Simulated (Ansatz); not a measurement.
## Quasi-harmonic thermodynamics of GaAs (F-43m)

Wanted: α(T), C_P(T) and B(T) of GaAs in the quasi-harmonic approximation.

What experiment has found for this phase:
- volume expansion coefficient 16.2 1e-6/K, heat capacity C_P per formula unit 46.8 J/mol/K and bulk modulus 74.8 GPa near room temperature (given in “High-Throughput Prediction of Finite-Temperature Properties using the Quasi-Harmonic Approximation”, 2016, arXiv:1603.06924)

Program: Ansatz 0.2.0. Level of theory: DFT LDA, scalar-relativistic, plane waves, PAW. Results are calculated unless marked as measured.

## 1. The starting structure

Symmetry: F-43m, No. 216, cubic system. Conventional cell: a = 5.654 Å, b = 5.654 Å, c = 5.654 Å, α = 90.00°, β = 90.00°, γ = 90.00°. Ga has 4 As at 2.45 Å nearest. Nearest to As lie 4 Ga at 2.45 Å. Farther neighbours are not listed.

## 2. Probe on a coarse mesh

Before spending time, one coarse run tells the gap and the pressure of the starting cell.

File input.yaml:

```yaml
crystal:
  lattice:
    - [0.0, 2.82685, 2.82685]
    - [2.82685, 0.0, 2.82685]
    - [2.82685, 2.82685, 0.0]
  atoms:
    - { symbol: Ga, position: [0.0, 0.0, 0.0] }
    - { symbol: As, position: [0.25, 0.25, 0.25] }
kpoints:
  mp_grid: { grid: [6, 6, 6] }
hamiltonian:
  xc: lda
scf:
  occupations: { method: gaussian, width: 0.1 }
  lower_state_search: "off"
output:
  forces: true
  stress: true
  eigenvalues: true
```

The run is started by

```sh
> ansatz run input.yaml --threads 8 --pin off --max-ram 16384MiB --backend cpu --events-out ev --progress --plain --runs-dir out
```

Numbers of over 12 decimals in the logs are rounded to 6 here.

Output:

```text
Engine: ansatz 0.2.0, aarch64-unknown-linux-gnu
Pseudopotentials: kind: paw
Pseudopotential: Ga, paw, valence charge 13, recommended cutoff 420 eV (normal), Ga.paw.azcp
Pseudopotential: As, paw, valence charge 15, recommended cutoff 420 eV (normal), As.paw.azcp
Functional definition: SPW92
  exchange = slater_x
  correlation = pw_c
Crystal: 2 atoms, lattice volume = 45.179 Å³
Basis set: ecut = 420 eV, 893 PW (Γ)
Bands: 18, of which v1, the nominal top of the filled ones, is band 14 counted from 1 (13 counted from 0)
Symmetry: 24 space group operations
Space group: F-43m (ITA 216), of the structure as read, at distance tolerance 3.6e-5 Å
k-points: 16 of 216 (time reversal used)
Non-local potential: Ga, projectors of the file, l = 0: 2, l = 1: 2, l = 2: 3, l = 3: 1
Non-local potential: As, projectors of the file, l = 0: 2, l = 1: 2, l = 2: 3, l = 3: 1
PAW form: soft (Blöchl's): semilocal exchange-correlation on the pseudo side does not see the compensation charge
PAW frozen core: Ga, regenerated for the run's functional, and the local potential with it (the file was generated under x = pbe(κ = 0.804, μ = 0.219515), c = pbe(β = 0.066725))
PAW frozen core: As, regenerated for the run's functional, and the local potential with it (the file was generated under x = pbe(κ = 0.804, μ = 0.219515), c = pbe(β = 0.066725))
PAW one-centre angular grid: Ga, 590 points (default); XC on 64 Gauss nodes
PAW one-centre angular grid: As, 590 points (default); XC on 64 Gauss nodes
Initial density: superposition of atomic densities (neutral atoms: chi_scale 0, normalization atom), corrected by the library's trained network
Initial wavefunctions: pseudopotential atomic-orbital guess
Functional: x = slater, c = lda
SCF iter   1: F=—  HF=-8481.265392 eV  |F-HF|=—  |Δ(HF+E_count)|=         —  Δρ=4.66e-3  dr2=6.02e-3  ethr=1.77e-3  ⟨swp⟩=5.2  Hψ=1342  notcnv=0
preconditioner: auto → none  [insulator: Δε(μ)=0.256 eV  Ē_g=15.464 eV  σ=0.100 eV  W_gap=0.92  n_scr=14 (ndim 8)  ℏωp=23.4 eV  f_vac=0.086  D(μ)=0.03/eV (n_scr^D=0)  ε∞_Penn≈3.3]
SCF iter   2: F=—  HF=-8481.262737 eV  |F-HF|=—  |Δ(HF+E_count)|=   2.65e-3  Δρ=2.35e-3  dr2=9.40e-4  ethr=2.15e-5  ⟨swp⟩=2.3  Hψ=630  notcnv=0
SCF iter   3: F=—  HF=-8481.262683 eV  |F-HF|=—  |Δ(HF+E_count)|=   5.34e-5  Δρ=6.31e-4  dr2=1.77e-4  ethr=3.36e-6  ⟨swp⟩=2.0  Hψ=426  notcnv=0
SCF iter   4: F=—  HF=-8481.262602 eV  |F-HF|=—  |Δ(HF+E_count)|=   8.10e-5  Δρ=2.31e-4  dr2=1.06e-5  ethr=6.33e-7  ⟨swp⟩=2.0  Hψ=430  notcnv=0
SCF iter   5: F=—  HF=-8481.262608 eV  |F-HF|=—  |Δ(HF+E_count)|=   5.87e-6  Δρ=1.51e-5  dr2=1.01e-7  ethr=3.77e-8  ⟨swp⟩=2.0  Hψ=368  notcnv=0
SCF iter   6: F=-8481.262608 eV  HF=-8481.262608 eV  |F-HF|=2.78e-9  |Δ(HF+E_count)|=   1.48e-8  Δρ=3.56e-6  dr2=3.05e-9  ethr=3.57e-10  ⟨swp⟩=4.8  Hψ=1157  notcnv=0
SCF 1 converged in 6 iterations: F = -8481.262608 eV  dr2 = 3.05e-9
  greatest PAW one-centre occupation: 0.999 electrons in one spin orbital (limit 2), on the As atom at site 1 (counted from 0), in its partial waves of l = 2
SCF converged after 6 iterations
Free energy (F): -8481.262608 eV
Harris-Foulkes:  -8481.262608 eV  (|F-HF|=2.78e-9)
Internal energy: -8481.262483 eV  (E = F + TS)
E sigma→0 (E₀):  -8481.262546 eV
Entropy (-TS):   -0.000125 eV (-0.062 meV/atom)
Fermi energy:    8.036151 eV
--- Per-component energies (eV) ---
  E_band       = -323.586376
  E_kinetic    = 220.254257
  E_local      = -3927.327366  (includes V_loc(G=0)·N_el)
  E_nonlocal   = -238.474473
  E_hartree    = 1973.998503
  E_xc         = -147.866394
  E_vxc        = -138.330442  (∫ρ·V_xc dr)
  E_paw        = -3666.922789  (= ΣΔE_a)
  E_vpaw       = -187.705536  (= ΣTr[D̂ρ^β])
  E_aug_tail   = -0.000146  (compensation charges beyond the density's cutoff)
  E_ewald      = -2698.727786
  E_core_change = 3.803710  (= ΣΔE_core)
  E_smearing   = -0.000125  (= −TS)
  E_closure    = -0.000000  (closes the sum)
  Σ components = -8481.262608   (vs F -8481.262608, Δ=0.00e0)
--- Forces (eV/Å), atoms counted from 1 ---
  atom   1  Ga     0.00000000    -0.00000000    -0.00000000
  atom   2  As    -0.00000000    -0.00000000     0.00000000
  max |Σ_I F_I| component: 2.57e-16 eV/Å
--- Stress (GPa, compression-positive) ---
       -1.918356       0.000000      -0.000000
        0.000000      -1.918356       0.000000
       -0.000000       0.000000      -1.918356
  P = ⅓ Tr σ = -1.9184 GPa (-19.184 kbar)
--- Band table (eV; the first three rows and the last of 16) ---
  k-point 0: bands = [... 10 lower, -4.9044, 7.8797, 7.8797, 7.8797, 8.1597, 11.5588, 11.5588, 11.5588]
  k-point 1: bands = [... 10 lower, -4.5851, 5.0947, 7.4968, 7.4968, 9.3597, 12.1060, 12.1060, 12.4479]
  k-point 2: bands = [... 10 lower, -3.7606, 2.4399, 6.9495, 6.9495, 8.9393, 12.5264, 12.5265, 14.9652]
  k-point 15: bands = [... 10 lower, -2.3681, 1.1352, 4.5136, 4.6546, 11.0504, 11.2398, 14.8856, 15.1926]
```

Run time: 0.59 s. Hardware: 8 threads of Arm Neoverse N1, shared host; peak memory 0.33 GiB.

Reading the cycles: dr2 is the Hartree energy of the density residual (eV), the measure of convergence; HF is the Harris–Foulkes estimate of the energy, which meets the free energy F at convergence.

This step gave:

```yaml
pressure: -1.918 GPa
volume_per_atom: 22.59 Å³/atom
gap_on_the_k_mesh: 0.2800 eV
```

The start is under -1.9 GPa at this level and looks like an insulator or semiconductor on this mesh.

## 3. Finding the static equilibrium

The vibrations must be taken about the equilibrium of this functional, not about the starting cell, so the structure is relaxed.

input.yaml, the sections that differ from step 2:

```yaml
kpoints:
  mp_grid: { grid: [12, 12, 12] }
scf:
  occupations: { method: gaussian, width: 0.01 }
  lower_state_search: "off"
output:
  forces: true
  stress: true
  eigenvalues: true
  write_density: true
  write_potential: true
  elf: true
  volumetric_format: npy
relax:
  adjacent_minimum: "off"
  f_tol: 0.005
  max_steps: 80
  cell: { stress_tol: 0.05 }
# crystal, hamiltonian: as in step 2
```

Output:

```text
[...]
Crystal: 2 atoms, lattice volume = 45.179 Å³
Basis set: ecut = 420 eV, 893 PW (Γ)
Bands: 18, of which v1, the nominal top of the filled ones, is band 14 counted from 1 (13 counted from 0)
Symmetry: 24 space group operations
[...]
k-points: 72 of 1728 (time reversal used)
[...]
SCF iter   1: F=—  HF=-8481.293475 eV  |F-HF|=—  |Δ(HF+E_count)|=         —  Δρ=5.25e-3  dr2=8.39e-3  ethr=1.77e-3  ⟨swp⟩=6.0  Hψ=6090  notcnv=0
[...]
SCF iter   6: F=-8481.290361 eV  HF=-8481.290361 eV  |F-HF|=4.07e-9  |Δ(HF+E_count)|=  6.55e-11  Δρ=4.45e-6  dr2=4.49e-9  ethr=3.52e-10  ⟨swp⟩=5.1  Hψ=7572  notcnv=0
SCF 1 converged in 6 iterations: F = -8481.290361 eV  dr2 = 4.49e-9
[...]
relax step   1: F+E_penalty+E_count = -8481.29036125 eV  Δ(F+E_penalty+E_count) = +0.000e0 eV  max|allowed force component| = 1.191e-16 eV/Å  Δτ_max = 0.0000 Å  P = -1.877 GPa  Ω = 45.179 Å³  (6 SCF iters, dr2 threshold 1.00e-7 eV, accepted)
Crystal: 2 atoms, lattice volume = 44.191 Å³
Basis set: ecut = 420 eV, 869 PW (Γ)
[...]
iter 1 solved again at ethr=1.88e-6 eV; its pass at ethr=3.10e-3 eV (dr2=5.26e-4 eV) is discarded
[...]
SCF iter   5: F=-8481.297507 eV  HF=-8481.297507 eV  |F-HF|=5.91e-8  |Δ(HF+E_count)|=   1.03e-8  Δρ=9.60e-6  dr2=3.04e-8  ethr=7.14e-10  ⟨swp⟩=8.6  Hψ=8997  notcnv=0
SCF 2 converged in 5 iterations: F = -8481.297507 eV  dr2 = 3.04e-8
relax step   2: F+E_penalty+E_count = -8481.29750656 eV  Δ(F+E_penalty+E_count) = -7.145e-3 eV  max|allowed force component| = 3.527e-17 eV/Å  Δτ_max = 0.0000 Å  P = -0.351 GPa  Ω = 44.191 Å³  energy of the carried Pulay correction = +1.785e-4 eV  (5 SCF iters, dr2 threshold 2.00e-7 eV, accepted)
Crystal: 2 atoms, lattice volume = 43.970 Å³
[...]
SCF iter   4: F=-8481.297779 eV  HF=-8481.297779 eV  |F-HF|=8.64e-9  |Δ(HF+E_count)|=   1.52e-7  Δρ=8.36e-6  dr2=1.38e-8  ethr=7.14e-10  ⟨swp⟩=8.9  Hψ=9778  notcnv=0
SCF 3 converged in 4 iterations: F = -8481.297779 eV  dr2 = 1.38e-8
relax step   3: F+E_penalty+E_count = -8481.29777892 eV  Δ(F+E_penalty+E_count) = -2.724e-4 eV  max|allowed force component| = 3.412e-17 eV/Å  Δτ_max = 0.0000 Å  P = +0.018 GPa  Ω = 43.970 Å³  energy of the carried Pulay correction = +2.190e-4 eV  (4 SCF iters, dr2 threshold 2.00e-7 eV, accepted)
[...]
SCF iter   1: F=—  HF=-8481.297561 eV  |F-HF|=—  |Δ(HF+E_count)|=         —  Δρ=2.12e-5  dr2=6.88e-8  ethr=3.07e-7  ⟨swp⟩=2.9  Hψ=9167  notcnv=0
eigensolver tolerance schedule: the retry pair's looser diagonalisation over-reported the residual by 1247.17 of it (diagonalisation noise at 0.14 of the residual, at the tolerance the schedule requests for it); recorded, not acted on — ethr = c·dr2/N_el stays at c = 1.0e-1
[...]
SCF iter   2: F=—  HF=-8481.297563 eV  |F-HF|=—  |Δ(HF+E_count)|=   1.96e-6  Δρ=1.77e-5  dr2=6.52e-8  ethr=2.46e-10  ⟨swp⟩=2.1  Hψ=2346  notcnv=0
[...]
SCF iter   6: F=-8481.297563 eV  HF=-8481.297563 eV  |F-HF|=0.00e0  |Δ(HF+E_count)|=  1.82e-12  Δρ=6.12e-8  dr2=5.76e-13  ethr=1.00e-12  ⟨swp⟩=5.0  Hψ=5501  notcnv=0
SCF 4 converged in 6 iterations: F = -8481.297563 eV  dr2 = 5.76e-13
relax step   4: F+E_penalty+E_count = -8481.29756294 eV  Δ(F+E_penalty+E_count) = +2.160e-4 eV  max|allowed force component| = 4.424e-17 eV/Å  Δτ_max = 0.0000 Å  P = +0.017 GPa  Ω = 43.970 Å³  stress off target by 1.73e-2 GPa  SCF on the basis re-selected at this cell (its energy is not comparable with the rows above)  (6 SCF iters)
basis re-selected at this cell: Δ(F+E_penalty+E_count) = +2.160e-4 eV, ΔP = -0.001 GPa vs the last step (what re-selecting the basis moved, of the pressure what is left beyond the Pulay correction that the steps carried, after the strain that the cell walked since its last selection, with what the two solves' SCF thresholds leave and, on support functions, any second-order correction that the steps lacked; it is no m [...]
SCF converged after 6 iterations
Free energy (F): -8481.297563 eV
[...]
Internal energy: -8481.297563 eV  (E = F + TS)
E sigma→0 (E₀):  -8481.297563 eV
Fermi energy:    8.486661 eV
[...]
--- Stress (GPa, compression-positive) ---
        0.017273       0.000000       0.000000
        0.000000       0.017273       0.000000
        0.000000       0.000000       0.017273
  P = ⅓ Tr σ = 0.0173 GPa (0.173 kbar)
--- Band table (eV; the first three rows and the last of 72) ---
  k-point 0: bands = [... 10 lower, -4.7379, 8.2423, 8.2423, 8.2423, 8.7308, 11.9378, 11.9378, 11.9378]
  k-point 1: bands = [... 10 lower, -4.6528, 6.9893, 8.1229, 8.1229, 9.5894, 12.0918, 12.1129, 12.1129]
  k-point 2: bands = [... 10 lower, -4.4053, 5.4536, 7.8440, 7.8440, 9.8389, 12.5023, 12.5023, 12.9032]
  k-point 71: bands = [... 10 lower, -2.0625, 1.4400, 4.5583, 4.7491, 12.8959, 12.9051, 13.6316, 14.2113]
--- Relaxed structure (3 steps of the walk, 3 accepted, 1 SCFs on fresh bases) ---
  F+E_penalty+E_count = -8481.29756294 eV   max|allowed force component| = 4.424e-17 eV/Å   (the final SCF, on the basis selected at the relaxed cell)
  cell:  # Å, volume = 43.9700 Å³
    - [0, 2.801402, 2.801402]
    - [2.801402, 0, 2.801402]
    - [2.801402, 2.801402, 0]
  atoms:
    - { symbol: Ga, position: [0, 0, 0] }
    - { symbol: As, position: [0.25, 0.25, 0.25] }
```

Elapsed: 6.2 s, on 8 threads; peak memory 0.46 GiB.

Step by step:

```
step  energy less that of the first step (eV)  largest force component (eV/Å)  pressure (GPa)  volume (Å³)
   1                                   0.0000                          0.0000           -1.88        45.18
   2                                  -0.0071                          0.0000           -0.35        44.19
   3                                  -0.0074                          0.0000            0.02        43.97
  4*                                  -0.0072                          0.0000            0.02        43.97
```

Relaxation steps marked * repeat the geometry before them on a plane-wave basis chosen anew for their cell, so energy and pressure can jump there.

Forces are held to the 24 operations that the run works with; a distortion that breaks them can't arise in this run.

| conventional cell, symmetrised | before | after | change |
| --- | --- | --- | --- |
| a (Å) | 5.654 | 5.603 | -0.9 % |
| b (Å) | 5.654 | 5.603 | -0.9 % |
| c (Å) | 5.654 | 5.603 | -0.9 % |
| volume (Å³/atom) | 22.59 | 21.98 | -2.7 % |

Final coordinates:

```cif
data_structure
_symmetry_space_group_name_H-M 'P 1'
_symmetry_Int_Tables_number 1
_cell_length_a 3.9618
_cell_length_b 3.9618
_cell_length_c 3.9618
_cell_angle_alpha 60.000
_cell_angle_beta 60.000
_cell_angle_gamma 60.000
_cell_volume 43.97
loop_
_atom_site_label
_atom_site_type_symbol
_atom_site_fract_x
_atom_site_fract_y
_atom_site_fract_z
_atom_site_occupancy
Ga1 Ga 0.00000 0.00000 0.00000 1
As2 As 0.25000 0.25000 0.25000 1
```

This step gave:

```yaml
pressure: 0.01727 GPa
gap_on_the_k_mesh: 0.4886 eV
volume_per_atom: 21.98 Å³/atom
```

Electrostatic potential energy in the ac plane of a cell with a along [110], b along [-110] and c along [001] of the cube at fractional y = 0.000, with atoms of Ga and As within 0.2 Å of it. With pseudopotentials it is smooth inside the atoms' cores, unlike the true potential.

Ten even steps from '_' (-15 eV) to '@' (12 eV), each cell a mean:
```
____--####**####++________--####**####++____
__::++++--::::==**--____::++++--::::==**--__
++**##--==%%##::++##**++**##--==%%##::++##**
%%%%##::##@@@@--==%%%%%%%%##::##@@@@--==%%%%
@@@@##--==@@##::++%%@@@@@@##--==@@##::++%%@@
@@@@%%**--::::==%%@@@@@@@@%%**--::::==%%@@@@
@@@@@@%%##**##%%@@@@@@@@@@@@%%##**##%%@@@@@@
@@@@@@@@@@@@@@@@@@@@@@@@@@@@@@@@@@@@@@@@@@@@
@@@@@@@@@@@@@@@@@@@@@@@@@@@@@@@@@@@@@@@@@@@@
@@@@@@@@@@@@@@@@@@@@@@@@@@@@@@@@@@@@@@@@@@@@
@@@@@@@@@@@@@@@@@@@@@@@@@@@@@@@@@@@@@@@@@@@@
%%%%@@@@@@@@@@@@@@%%%%%%%%@@@@@@@@@@@@@@%%%%
--==##@@@@@@@@@@%%**----==##@@@@@@@@@@%%**--
____==%%@@@@@@%%**..______==%%@@@@@@%%**..__
____::##@@@@@@%%++________::##@@@@@@%%++____
```
Columns run along a (7.9 Å; values clipped at the 3rd and 97th percentile), rows up along c (5.6 Å), edges of the conventional cell, whose origin can differ from the input's. Atoms in or near the plane, at fractional coordinates: Ga at (0.50, 0.00), Ga at (0.00, 0.00), As at (0.75, 0.75), As at (0.25, 0.75).

ELF in the ac plane of a cell with a along [110], b along [-110] and c along [001] of the cube at fractional y = 0.000, with atoms of Ga and As within 0.2 Å of it. It is the smooth field of the valence electrons, not physical close to the nuclei.

Ten even steps from '_' (0.02) to '@' (0.73), each cell a mean:
```
__..==##@@%%%%%%++::____..==##@@%%%%%%++::__
::--**@@@@%%%%@@%%==::::--**@@@@%%%%@@%%==::
--++@@@@**==++%%@@##==--++@@@@**==++%%@@##==
--**%%%%==::--##@@##==--**%%%%==::--##@@##==
..==##%%**--==##%%++::..==##%%**--==##%%++::
__::++##%%##%%%%**--____::++##%%##%%%%**--__
____::++##%%%%**==..______::++##%%%%**==..__
______::==++++--..__________::==++++--..____
________......________________......________
____________________________________________
::....____________..::::....____________..::
----::..________..--------::..________..----
------::______..::----------::______..::----
..::----::..::::----....::----::..::::----..
....--==++++++++--::__....--==++++++++--::__
```
Columns run along a (7.9 Å), rows up along c (5.6 Å), edges of the conventional cell, whose origin can differ from the input's. Atoms in or near the plane, at fractional coordinates: Ga at (0.50, 0.00), Ga at (0.00, 0.00), As at (0.75, 0.75), As at (0.25, 0.75).

Valence density in the ac plane of a cell with a along [110], b along [-110] and c along [001] of the cube at fractional y = 0.000, with atoms of Ga and As within 0.2 Å of it. It is the smooth field of the valence electrons, not physical close to the nuclei.

Values in e/Å³, 8 rows by 16 columns, each cell a mean:
```
10  1  0  1  1  0  1  6 10  1  0  1  1  0  1  6
 0  0  1 10 15  2  0  0  0  0  1 10 15  2  0  0
 0  0  1  6 10  1  0  0  0  0  1  6 10  1  0  0
 0  0  0  0  0  0  0  0  0  0  0  0  0  0  0  0
 0  0  0  0  0  0  0  0  0  0  0  0  0  0  0  0
 0  0  0  0  0  0  0  0  0  0  0  0  0  0  0  0
 0  0  0  0  0  0  0  0  0  0  0  0  0  0  0  0
18  1  0  0  0  0  1 10 18  1  0  0  0  0  1 10
```
Columns run along a (7.9 Å), rows up along c (5.6 Å), edges of the conventional cell, whose origin can differ from the input's. Atoms in or near the plane, at fractional coordinates: Ga at (0.50, 0.00), Ga at (0.00, 0.00), As at (0.75, 0.75), As at (0.25, 0.75).

The relaxation ends with a pressure of 0.02 GPa.

(Continued in part 2 of 5.)

[Logs are printed without paths, hosts, clocks, repeated set-up lines and the standing remarks that a program may print on its own settings, such as how far it seeks lower states.]

[Hosts, paths, dates, database ids (printed as entryN), source tags and the programs' standing remarks are cut or masked in the printed files.]

[A step with changed settings may run another functional than the one named; its input shows which.]

[Pressures of single members of a volume series are the stress at the run's cutoff; with an incomplete basis they can lie off −dE/dV of the same runs, and they are not shown converged.]
